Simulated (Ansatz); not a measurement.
# How BiAs (hypothetical, Fm-3m) expands on warming, part 3 of 3

Wanted: α(T), C_P(T) and B(T) of BiAs (hypothetical) in the quasi-harmonic approximation. The compound is hypothetical: it was made by swapping elements on a known structure type.

Ansatz 0.2.0; DFT PBEsol, scalar-relativistic, plane waves, PAW.

So far. Step 2 (A first coarse run): The start is under 110 GPa at this level and looks like a metal on this mesh. Step 6 (Tight relaxation): The residual pressure is -2.2e-5 GPa, small enough for phonons.

## Step 8: The quasi-harmonic study, q-mesh 4×4×4

Thermal expansion follows from how the free energy of the vibrations (and of the electrons in a metal) changes with strain, so the program makes strained cells, their phonons and a fit in one run.

File input.yaml:

```yaml
crystal:
  lattice:
    - [0.0, 2.9713758404, 2.9713758404]
    - [2.9713758404, 0.0, 2.9713758404]
    - [2.9713758404, 2.9713758404, 0.0]
  atoms:
    - { symbol: Bi, position: [0.5, 0.5, 0.5] }
    - { symbol: As, position: [0.0, 0.0, 0.0] }
kpoints:
  mp_grid: { grid: [12, 12, 12] }
hamiltonian:
  xc: pbesol
scf:
  occupations: { method: gaussian, width: 0.01 }
output:
  eigenvalues: true
phonons:
  method: dfpt
  qmesh: [4, 4, 4]
  temperatures: { t_max: 800.0, t_step: 50 }
  thermal_expansion: {}
```

The run is started by

```console
$ ansatz run input.yaml --threads 4 --pin off --max-ram 8192MiB --backend cpu --events-out ev --progress --plain --runs-dir out
```

Numbers of over 12 decimals in the logs are rounded to 6 here.

Output:

```text
The last accepted step is kept in <dir> (removed where the run ends without a failure and the disk answers)
Engine: ansatz 0.2.0, aarch64-unknown-linux-gnu
Pseudopotentials: kind: paw
Pseudopotential: Bi, paw, valence charge 15, recommended cutoff 420 eV (normal), Bi.paw.azcp
Pseudopotential: As, paw, valence charge 15, recommended cutoff 420 eV (normal), As.paw.azcp
Functional definition: PBEsol
  exchange = pbesol_x
  correlation = pbesol_c
Crystal: 2 atoms, lattice volume = 52.469 Å³
Basis set: ecut = 487.2 eV, 1243 PW (Γ), exchange–correlation on 64×64×64 points (8 copies of the dense FFT grid, shifted against one another)
Bands: 19, of which v1, the nominal top of the filled ones, is band 15 counted from 1 (14 counted from 0)
Symmetry: 48 space group operations
Space group: Fm-3m (ITA 225), of the structure as read, at distance tolerance 3.7e-5 Å
k-points: 72 of 1728
Non-local potential: Bi, projectors of the file, l = 0: 2, l = 1: 2, l = 2: 2, l = 3: 2
Non-local potential: As, projectors of the file, l = 0: 2, l = 1: 2, l = 2: 3, l = 3: 1
PAW form: soft (Blöchl's): semilocal exchange-correlation on the pseudo side does not see the compensation charge
PAW frozen core: Bi, regenerated for the run's functional, and the local potential with it (the file was generated under x = pbe(κ = 0.804, μ = 0.219515), c = pbe(β = 0.066725))
PAW frozen core: As, regenerated for the run's functional, and the local potential with it (the file was generated under x = pbe(κ = 0.804, μ = 0.219515), c = pbe(β = 0.066725))
PAW one-centre angular grid: Bi, 590 points (default); XC on 64 Gauss nodes
PAW one-centre angular grid: As, 590 points (default); XC on 64 Gauss nodes
Initial density: superposition of atomic densities (neutral atoms: chi_scale 0, normalization atom), corrected by the library's trained network
Initial wavefunctions: pseudopotential atomic-orbital guess
Functional: x = pbesol(κ = 0.804, μ = 0.123457), c = pbesol(β = 0.046)
SCF iter   1: F=—  HF=-17055.015570 eV  |F-HF|=—  |Δ(HF+E_count)|=         —  Δρ=1.15e-3  dr2=5.26e-4  ethr=1.77e-3  ⟨swp⟩=6.5  Hψ=6395  notcnv=0
preconditioner: auto → none  [insulator: Δε(μ)=0.089 eV  Ē_g=9.565 eV  σ=0.010 eV  W_gap=1.00  n_scr=14 (ndim 8)  ℏωp=16.2 eV  f_vac=0.001  D(μ)=0.00/eV (n_scr^D=0)  ε∞_Penn≈3.9]
SCF iter   2: F=—  HF=-17055.014488 eV  |F-HF|=—  |Δ(HF+E_count)|=   1.08e-3  Δρ=6.11e-4  dr2=1.18e-4  ethr=1.75e-6  ⟨swp⟩=3.0  Hψ=3588  notcnv=0
SCF iter   3: F=—  HF=-17055.014520 eV  |F-HF|=—  |Δ(HF+E_count)|=   3.16e-5  Δρ=1.69e-4  dr2=1.10e-5  ethr=3.92e-7  ⟨swp⟩=2.0  Hψ=2085  notcnv=0
SCF iter   4: F=—  HF=-17055.014501 eV  |F-HF|=—  |Δ(HF+E_count)|=   1.87e-5  Δρ=5.26e-5  dr2=9.28e-7  ethr=3.68e-8  ⟨swp⟩=2.0  Hψ=1758  notcnv=0
[...]
E_hartree    = 1397.510164
  E_xc         = -229.484925
  E_vxc        = -223.988720  (∫ρ·V_xc dr)
  E_paw        = -12302.056841  (= ΣΔE_a)
  E_vpaw       = -55.621683  (= ΣTr[D̂ρ^β])
  E_aug_tail   = -0.000382  (compensation charges beyond the density's cutoff)
  E_ewald      = -3093.724256
  E_core_change = 1.056181  (= ΣΔE_core)
  E_smearing   = -0.000000  (= −TS)
  E_closure    = 0.000000  (closes the sum)
  Σ components = -17055.014505   (vs F -17055.014505, Δ=0.00e0)
--- Forces (eV/Å), atoms counted from 1 ---
  atom   1  Bi     0.00000000     0.00000000     0.00000000
  atom   2  As    -0.00000000    -0.00000000    -0.00000000
  max |Σ_I F_I| component: 1.09e-28 eV/Å
--- Stress (GPa, compression-positive) ---
       -0.002600      -0.000000      -0.000000
        0.000000      -0.002600      -0.000000
        0.000000       0.000000      -0.002600
  P = ⅓ Tr σ = -0.0026 GPa (-0.026 kbar)
--- Band table (eV; the first three rows and the last of 72) ---
  k-point 0: bands = [... 11 lower, 4.6709, 9.3514, 9.3514, 9.3514, 14.7778, 14.7778, 14.7778, 16.7164]
  k-point 1: bands = [... 11 lower, 4.3949, 9.3723, 9.3723, 9.4835, 14.3455, 14.4210, 14.4210, 16.5246]
  k-point 2: bands = [... 11 lower, 3.6877, 9.4414, 9.4414, 9.7686, 13.4966, 13.6448, 13.6448, 16.4655]
  k-point 71: bands = [... 11 lower, 0.6977, 5.9918, 5.9918, 10.8712, 11.6238, 16.3639, 16.3639, 18.0462]
── thermal expansion: 3 new cells, 3 in all ──
thermal expansion: relaxation of cell 2
thermal expansion: relaxation of cell 3
── thermal expansion: 2 new cells, 5 in all ──
thermal expansion: relaxation of cell 4
thermal expansion: lower-state search of cell 4
thermal expansion: electrons of cell 4
thermal expansion: phonons of cell 4
WARN: thermal expansion, phonons of cell 4: eigensolver did not converge (k=6): 1 band(s) unlocked after 20 sweeps at ethr=1.00e-12 eV (lowest unlocked band 18, counted from 0; max residual 2.62e-5 eV among the unlocked bands, 2.62e-5 eV over every band)
WARN: thermal expansion: eigensolver_not_converged in the phonons of 1 cell: 4
WARN: thermal expansion: phonon_interpolation_lacks_dipole_term in the phonons of 1 cell: 4
WARN: thermal expansion: vibrations_at_or_below_zero in the phonons of 1 cell: 4
this run last wrote the structure of step 1 to <dir>
--- Relaxed structure (1 steps of the walk, 1 accepted, 0 SCFs on fresh bases) ---
  F+E_penalty+E_count = -17055.01450525 eV   max|allowed force component| = 5.509e-29 eV/Å
  atoms:
    - { symbol: Bi, position: [0.5, 0.5, 0.5] }
    - { symbol: As, position: [0.0, 0.0, 0.0] }
--- Thermal expansion: 5 cells in 2 rounds, 0 GPa ---
  no lower state was reached at cell 4
  not told: vibrations stand at or below zero in cell 4 (0.047 modes a cell, the lowest at -128.5 cm⁻¹): the crystal is at no minimum there, or its k-points are too few: type the crystal that it becomes, another pressure, or a denser kpoints.mp_grid, in a new run
  eigensolver_not_converged in the phonons of 1 cell: 4
  phonon_interpolation_lacks_dipole_term in the phonons of 1 cell: 4
  vibrations_at_or_below_zero in the phonons of 1 cell: 4
Error: vibrations stand at or below zero in cell 4 (0.047 modes a cell, the lowest at -128.5 cm⁻¹): the crystal is at no minimum there, or its k-points are too few: type the crystal that it becomes, another pressure, or a denser kpoints.mp_grid, in a new run
[key lines of the parts left out:]
SCF converged after 7 iterations
Free energy (F): -17055.014505 eV
Fermi energy:    10.962251 eV
```

The job ended after 14 min (4 threads of Arm Neoverse V1, shared host; peak memory 4.9 GiB; 54 min of CPU time).

The run ended with an error.

The program's message: “vibrations stand at or below zero in cell 4 (0.047 modes a cell, the lowest at -128.5 cm⁻¹): the crystal is at no minimum there, or its k-points are too few: type the crystal that it becomes, another …”

## Step 9: Phonons of the refused cell

The study refused this cell, so its phonons are run alone to see which modes are imaginary.

input.yaml, the sections that differ from step 8:

```yaml
phonons:
  method: dfpt
  qmesh: [4, 4, 4]
  temperatures: { t_max: 1000, t_step: 50 }
  qpath:
    path:
      - [[0.0, 0.0, 0.0], [0.5, 0.0, 0.5], [0.625, 0.25, 0.625]]
      - [[0.375, 0.375, 0.75], [0.0, 0.0, 0.0], [0.5, 0.5, 0.5], [0.5, 0.25, 0.75], [0.5, 0.0, 0.5]]
    npoints: 10
# crystal, kpoints, hamiltonian, scf, output: as in step 8
```

Output:

```text
[...]
Crystal: 2 atoms, lattice volume = 52.469 Å³
Basis set: ecut = 420 eV, 965 PW (Γ), exchange–correlation on 60×60×60 points (8 copies of the dense FFT grid, shifted against one another)
Bands: 19, of which v1, the nominal top of the filled ones, is band 15 counted from 1 (14 counted from 0)
Symmetry: 48 space group operations
k-points: 72 of 1728
[...]
SCF iter   1: F=—  HF=-17055.013859 eV  |F-HF|=—  |Δ(HF+E_count)|=         —  Δρ=1.14e-3  dr2=5.16e-4  ethr=1.77e-3  ⟨swp⟩=6.5  Hψ=6380  notcnv=0
[...]
SCF iter   7: F=-17055.012868 eV  HF=-17055.012868 eV  |F-HF|=3.64e-12  |Δ(HF+E_count)|=  1.89e-10  Δρ=1.34e-7  dr2=5.93e-12  ethr=1.00e-12  ⟨swp⟩=7.0  Hψ=7304  notcnv=0
SCF 1 converged in 7 iterations: F = -17055.012868 eV  dr2 = 5.93e-12
[...]
SCF iter   8: F=-17055.012868 eV  HF=-17055.012868 eV  |F-HF|=0.00e0  |Δ(HF+E_count)|=    0.00e0  Δρ=5.87e-9  dr2=1.88e-14  ethr=1.00e-12  ⟨swp⟩=1.1  Hψ=3038  notcnv=0
SCF 2 converged in 8 iterations: F = -17055.012868 eV  dr2 = 1.88e-14
k-points: 163 of 1728 (irreducible under 8 space group operations, time reversal used)
[...]
SCF iter   3: F=-17055.012868 eV  HF=-17055.012868 eV  |F-HF|=5.82e-11  |Δ(HF+E_count)|=  1.13e-10  Δρ=2.40e-7  dr2=2.37e-11  ethr=1.00e-12  ⟨swp⟩=4.6  Hψ=14282  notcnv=0
SCF 3 converged in 3 iterations: F = -17055.012868 eV  dr2 = 2.37e-11
NSCF: frozen V_eff on 163 k-points
[...]
DFPT response loops at q = (0, 0, 0) (fractional): preconditioner auto → Resta (q_TF=auto, 2.486 Å⁻¹)  ε∞=26.0 (no band partly filled); β = 1.00, the filter's whole step (`scf.mixing.beta` (0.50) is not read by the response loops at its default; to damp them type it under 1.00, their step now; it binds the ground state too); Broyden in place of MSR1
[...]
SCF converged after 7 iterations
Free energy (F): -17055.012868 eV
[...]
Internal energy: -17055.012868 eV  (E = F + TS)
E sigma→0 (E₀):  -17055.012868 eV
Fermi energy:    10.962349 eV
[...]
--- Band table (eV; the first three rows and the last of 72) ---
  k-point 0: bands = [... 11 lower, 4.6709, 9.3516, 9.3516, 9.3516, 14.7781, 14.7781, 14.7781, 16.7167]
  k-point 1: bands = [... 11 lower, 4.3949, 9.3725, 9.3725, 9.4837, 14.3458, 14.4212, 14.4212, 16.5250]
  k-point 2: bands = [... 11 lower, 3.6877, 9.4415, 9.4415, 9.7687, 13.4968, 13.6450, 13.6450, 16.4659]
  k-point 71: bands = [... 11 lower, 0.6978, 5.9919, 5.9919, 10.8714, 11.6239, 16.3643, 16.3643, 18.0463]
--- Phonons (Γ-DFPT): 2 representative perturbations + reference (Σ response iterations 6) ---
  ASR residual: 1.457e-4 → 0.000e0 eV/Å²; symmetrization residual: 1.032e-5 eV/Å²
  ASR residual per site (eV/Å²): 1.46e-4 2.68e-5
  Γ frequencies (cm⁻¹): -128.39 -128.39 -128.39 0.00 0.00 0.00
--- Phonons (arbitrary-q DFPT): 8 irreducible q on the 4×4×4 mesh ---
  q = [0.0000, 0.0000, 0.0000] (star 1, of the zone-centre solve; hermiticity 6.18e-6, symmetrization 1.58e-11): -128.39 -128.39 -128.39 -0.00 0.00 0.00
  q = [0.0000, 0.0000, 0.2500] (star 8, 2 solved perturbations on 936 of 1728 k-point pairs; hermiticity 8.53e-6, symmetrization 6.29e-12): 50.20 50.20 72.77 130.29 130.29 153.28
[...]
q = [0.0000, 0.2500, 0.2500] (star 6, 4 solved perturbations in 1608 linear systems a pass and spin channel, the states on 510 of 1728 k-point pairs; hermiticity 3.75e-6, symmetrization 1.22e-12): 17.61 17.61 71.70 71.70 84.54 143.41
[...]
sum rule: each row above includes the acoustic sum rule's correction from the zone centre's row sums; it moved no ω² by more than (0.44 cm⁻¹)²
  mesh force constants: q→R imaginary residual 2.04e-18; ASR residual 1.457e-4 → 0.000e0 eV/Å²; symmetrization residual 2.665e-15 eV/Å²
  interpolated dispersion: 62 rows × 6 modes
  density of states and harmonic sums: on the 20×20×20 q-mesh, interpolated from the force constants of a 4×4×4 supercell (no non-analytic term)
  largest difference from the sums on the solved wave vectors: F 6.83e-4 eV, S 4.83e-6 and C_V 3.10e-6 eV/K
  zero-point energy: 0.033279 eV/cell   skipped modes (ω ≤ 0): 43, of them read as no rigid motion or as one in doubt: 40 (6.988e-2 modes/cell left out, lowest -128.39 cm⁻¹)   left out of the sums: 1.17e-2 of the cell's modes: C_V's classical limit lies that fraction below 3 k_B per atom; for a crystal, a wire or a layer, F and S can be off by more, and a phonons.interpolated_qmesh denser along its periods is the remedy for the sampling
```

The job ended after 7.4 min (4 threads; peak memory 4.2 GiB).

This step gave:

* Γ frequencies: -128.4, -128.4, -128.4, 0, 0, 0 cm⁻¹ (negative: imaginary)
* lowest frequency on the path: -128.4 cm⁻¹
* point group: m-3m
* highest frequency: 171.7 cm⁻¹

No LO-TO term. The phonon branches at the labelled points (cm⁻¹):

| point | branch 1 | branch 2 | branch 3 | branch 4 | branch 5 | branch 6 |
| --- | --- | --- | --- | --- | --- | --- |
| Γ | -128 | -128 | -128 | 0 | 0 | 0 |
| halfway | 18 | 18 | 72 | 72 | 84 | 143 |
| X | 22 | 22 | 41 | 97 | 97 | 100 |
| halfway | 33 | 43 | 44 | 100 | 106 | 116 |
| U | 45 | 46 | 64 | 91 | 120 | 142 |
| jump to K | 45 | 46 | 64 | 91 | 120 | 142 |
| halfway | 36 | 63 | 85 | 87 | 143 | 158 |
| Γ | -128 | -128 | -128 | 0 | 0 | 0 |
| halfway | 50 | 50 | 73 | 130 | 130 | 153 |
| L | 76 | 76 | 110 | 144 | 144 | 159 |
| halfway | 53 | 62 | 90 | 119 | 120 | 147 |
| W | 41 | 41 | 81 | 98 | 98 | 143 |
| halfway | 40 | 44 | 52 | 101 | 103 | 129 |
| X | 22 | 22 | 41 | 97 | 97 | 100 |

The phonon branches as a text plot (rows in cm⁻¹):

```
    165 |                                    ****
    153 |                  *******          * ** ******
    140 |    ****        **  ****            *  *****  *******
    128 |        *      *  **    *         **       **
    115 |         **   ****       **             *    **      *
    103 |   *       *****                  *   ** ***   *********
     90 |      *  ***    ** ***** **          *      ***
     78 |    *****         *   * *          **  *****   ****
     65 |    **  *       ** ******        **  **   ****     **
     53 |   *     **    *  *     ***      * **        ***
     40 |  **       ************* ***    ***            *********
     28 |  *    ********         *  **   *                     **
     15 | *    *                     *  *
      3 |*   **                       **
    -10 |                         **
    -22 |                                 *
    -35 |  *                        *
    -47 |   *
    -60 |                           *
    -72 |                                *
    -85 |  *                        *    *
    -97 |
   -110 | *                          *
   -122 |**                          ****
         Γ           X  U|K            Γ         L        W     X
```

Tetrahedra on 20 20 20, mean over bins of 5 cm⁻¹. Table of phonon density of states by wavenumber; read off at these points:

| wavenumber (cm⁻¹) | phonon density of states (1/cm⁻¹/cell) |
| --- | --- |
| -128 | 1.0e-5 |
| -118 | 2.9e-4 |
| -112 | 3.3e-4 |
| -102 | 4.6e-4 |
| -98 | 5.1e-4 |
| -88 | 5.4e-4 |
| -78 | 5.7e-4 |
| -72 | 5.8e-4 |
| -62 | 6.3e-4 |
| -52 | 6.0e-4 |
| -48 | 5.9e-4 |
| -38 | 6.1e-4 |
| -32 | 6.3e-4 |
| -22 | 6.9e-4 |
| -12 | 7.9e-4 |
| -8 | 8.6e-4 |
| 2 | 0.00107 |
| 12 | 0.00181 |
| 18 | 0.00275 |
| 28 | 0.0109 |
| 32 | 0.0202 |
| 42 | 0.0840 |
| 52 | 0.0508 |
| 58 | 0.0440 |
| 68 | 0.0457 |
| 78 | 0.0401 |
| 82 | 0.0497 |
| 92 | 0.0503 |
| 98 | 0.0516 |
| 108 | 0.0352 |
| 118 | 0.0316 |
| 122 | 0.0336 |
| 132 | 0.0383 |
| 142 | 0.0588 |
| 148 | 0.0551 |
| 158 | 0.0201 |
| 162 | 0.0100 |
| 172 | 2.5e-4 |

No LO-TO term. The modes at Γ (shares of kinetic energy by element, %) (negative means imaginary):

| mode | frequency (cm⁻¹) | symmetry | Bi % | As % |
| --- | --- | --- | --- | --- |
| 1 | -128.4 | T1u | 26 | 74 |
| 2 | -128.4 | T1u | 26 | 74 |
| 3 | -128.4 | T1u | 26 | 74 |
| 4 | 0.0 | T1u | 74 | 26 |
| 5 | 0.0 | T1u | 74 | 26 |
| 6 | 0.0 | T1u | 74 | 26 |

Displacements in mode 3 (-128.4 cm⁻¹), the largest set to 1:
```
Bi1  0.00 -0.36  0.26
As2  0.00  1.00 -0.71
```

The modes has structure finer than the step of the table below, so its rows give means over 10 cm⁻¹, whole bins alone (the curve runs from -138 to 187 cm⁻¹). Peaks (cm⁻¹: height): As 100.9: 0.0357, 143.8: 0.0554; Bi 43.6: 0.0809.

Phonopy on the run's constants, 17x17x17 mesh, Gaussian sigma 2.3 cm⁻¹. Table of modes by wavenumber; means over each step; values in 1/cm⁻¹/cell:

| wavenumber (cm⁻¹) | As | Bi |
| --- | --- | --- |
| -130 | 4.1e-5 | 1.6e-5 |
| -120 | 1.9e-4 | 7.6e-5 |
| -110 | 3.4e-4 | 1.4e-4 |
| -100 | 2.3e-4 | 1.1e-4 |
| -90 | 4.1e-4 | 2.2e-4 |
| -80 | 5.8e-4 | 3.1e-4 |
| -70 | 3.1e-4 | 2.2e-4 |
| -60 | 9.9e-5 | 1.2e-4 |
| -50 | 5.7e-4 | 6.3e-4 |
| -40 | 1.2e-4 | 1.7e-4 |
| -30 | 1.7e-4 | 9.6e-4 |
| -20 | 4.3e-5 | 6.9e-4 |
| -10 | 3.2e-5 | 7.0e-4 |
| 0 | 1.4e-5 | 4.4e-5 |
| 10 | 7.8e-5 | 7.7e-4 |
| 20 | 4.3e-4 | 0.00474 |
| 30 | 0.00151 | 0.0149 |
| 40 | 0.00450 | 0.0541 |
| 50 | 0.00568 | 0.0580 |
| 60 | 0.00547 | 0.0383 |
| 70 | 0.00970 | 0.0365 |
| 80 | 0.0198 | 0.0262 |
| 90 | 0.0246 | 0.0262 |
| 100 | 0.0321 | 0.0158 |
| 110 | 0.0269 | 0.00588 |
| 120 | 0.0281 | 0.00422 |
| 130 | 0.0344 | 0.00359 |
| 140 | 0.0464 | 0.00284 |
| 150 | 0.0403 | 0.00210 |
| 160 | 0.0141 | 0.00105 |
| 170 | 0.00287 | 4.1e-4 |
| 180 | 2.2e-5 | 5.0e-6 |

The lowest solved frequency is -128 cm⁻¹, so the cell is unstable here and gives no valid free energy.

## Step 10: Summary of results

* lowest frequency at the solved wavevectors: -128 cm⁻¹

**Reading.** With imaginary harmonic modes at the relaxed cell the quasi-harmonic free energy is undefined, so no expansion is obtained for this phase at this level. The softest solved mode is 128i cm⁻¹ at q = (0, 0, 0), and 1 of 8 solved wavevectors carry a mode beyond 8i cm⁻¹. The PAW files were made for PBE and are used here under another functional, for which the program regenerates the frozen cores.

[Logs are printed without paths, hosts, clocks, repeated set-up lines and the standing remarks that a program may print on its own settings, such as how far it seeks lower states.]

[Hosts, paths, dates, database ids (printed as entryN), source tags and the programs' standing remarks are cut or masked in the printed files.]

[A step with changed settings may run another functional than the one named; its input shows which.]

[Pressures of single members of a volume series are the stress at the run's cutoff; with an incomplete basis they can lie off −dE/dV of the same runs, and they are not shown converged.]
